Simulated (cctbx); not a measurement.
# What is wrong with this refinement?

Cell a = 9.6220 Å, b = 3.3430 Å, c = 7.9790 Å, α = 90.00°, β = 119.58°, γ = 90.00°; space group Cm (no. 8).

Simulated single-crystal data (cctbx): Ag Kα, λ = 0.56087 Å, to d = 0.65 Å, 80 % of the full sphere, strongest reflection 5000 counts, noise from counting, a 1.5 % proportional error and a noise floor of 4 counts (s.d.); no absorption, and some extinction, which the refinements don't model.

An anisotropic refinement with weights 1/σ² prints:

```text
Rint 0.026, 886 unique reflections to 0.65 A
cycle     R1     wR2    GooF  max shift (A)
   1  0.0654  0.1440   3.070   0.01039
   7  0.0476  0.1037   2.211   0.00045
final R1 0.0476 wR2 0.1037 GooF 2.211  parameters 36  data/parameter 24.6
atom        x        y        z      Ueq    occ   su(xyz)  su(Uiso or U11)
Ir1    0.34541  0.50000  0.81022   0.0071  1.000  0.00023  0.0007
Ir2    0.65773  0.50000  0.18460   0.0077  1.000  0.00023  0.0007
Te1    0.90603  0.50000  0.10765   0.0093  1.000  0.00050  0.0014
Nb1    0.09268  0.50000  0.88246   0.0038  1.000  0.00057  0.0015
Nb2    0.14728  0.00000  0.52198   0.0001  1.000  0.00043  0.0012  NPD
Sb1    0.85413  0.00000  0.47178   0.0332  1.000  0.00093  0.0027
difference map: max 6.48 min -5.55 rms 1.00
Q1    0.0797  0.5000  0.8401    2    6.52  0.30 A from Nb1
Q2    0.3670  0.0000  0.0826    2    5.66  0.33 A from Te1
Q3    0.4308  0.0000  0.0816    2    4.73  0.39 A from Te1
Q4    0.4315  0.0000  0.1727    2    4.70  0.45 A from Te1
Q5    0.1312  0.0000  0.8518    2    3.43  1.76 A from Nb1
Q6    0.0799  0.0000  0.0181    2    3.07  1.16 A from Ir2
```

Q: Accept it or mend it, and why?

Mend it. The fault: elements exchanged: Sb1 is Nb and Nb1 is Sb. Against the right model at the same level, R1 goes from 0.0224 to 0.0476 and GooF from 1.00 to 2.21, U of Nb2 shrinks from 0.0071 to the program's floor, U of Sb1 swells from 0.0114 to 0.0332 Å², U of Nb1 shrinks from 0.0087 to 0.0038 Å², the top difference peak, 6.5 e/Å³, lies on Nb1, a hole of -5.5 e/Å³ opens and Nb2 goes non-positive-definite. Sb1 has 10 electrons too many and its U swells to shed them, as expected; Nb1 has 10 electrons too few and its U shrinks to make up, as expected.

The compound is Nb2SbTeIr2. The right model at the same level gives:

```text
Rint 0.026, 886 unique reflections to 0.65 A
cycle     R1     wR2    GooF  max shift (A)
   1  0.0227  0.0476   1.016   0.00162
   2  0.0224  0.0470   1.003   0.00011
final R1 0.0224 wR2 0.0470 GooF 1.003  parameters 36  data/parameter 24.6
atom        x        y        z      Ueq    occ   su(xyz)  su(Uiso or U11)
Ir1    0.34652  0.50000  0.81087   0.0063  1.000  0.00009  0.0003
Ir2    0.65888  0.50000  0.18546   0.0075  1.000  0.00009  0.0004
Te1    0.90432  0.50000  0.10331   0.0093  1.000  0.00019  0.0006
Sb1    0.09133  0.50000  0.87856   0.0087  1.000  0.00020  0.0006
Nb1    0.14561  0.00000  0.52362   0.0071  1.000  0.00027  0.0008
Nb2    0.85263  0.00000  0.47429   0.0114  1.000  0.00031  0.0009
Flack x: 0.02(3)
Hooft y: 0.042(39)  Bijvoet pairs: 402
difference map: max 1.87 min -2.09 rms 0.45
Q1    0.4343  0.5000  0.9741    2    1.93  1.15 A from Ir1
Q2    0.4861  0.5000  0.6601    2    1.78  1.40 A from Nb2
Q3    0.2343  0.2064  0.8646    4    1.65  1.66 A from Ir1
Q4    0.3700  0.0000  0.2085    2    1.61  1.04 A from Te1
Q5    0.4741  0.0000  0.7012    2    1.61  1.30 A from Sb1
Q6    0.2473  0.5000  0.7333    2    1.59  0.84 A from Ir1
```

Isotropic U is held between 0.0001 and 1 Å² by the program, and listed peak heights are interpolated, so they can pass the grid's maximum.

The model was made for the exercise: a known structure type with other elements put in, its volume estimated, not relaxed; displacement parameters are assumed.

[Middle refinement cycles are left out of these outputs.]

[Logs are printed without paths, hosts, clocks, repeated set-up lines and the standing remarks that a program may print on its own settings, such as how far it seeks lower states.]
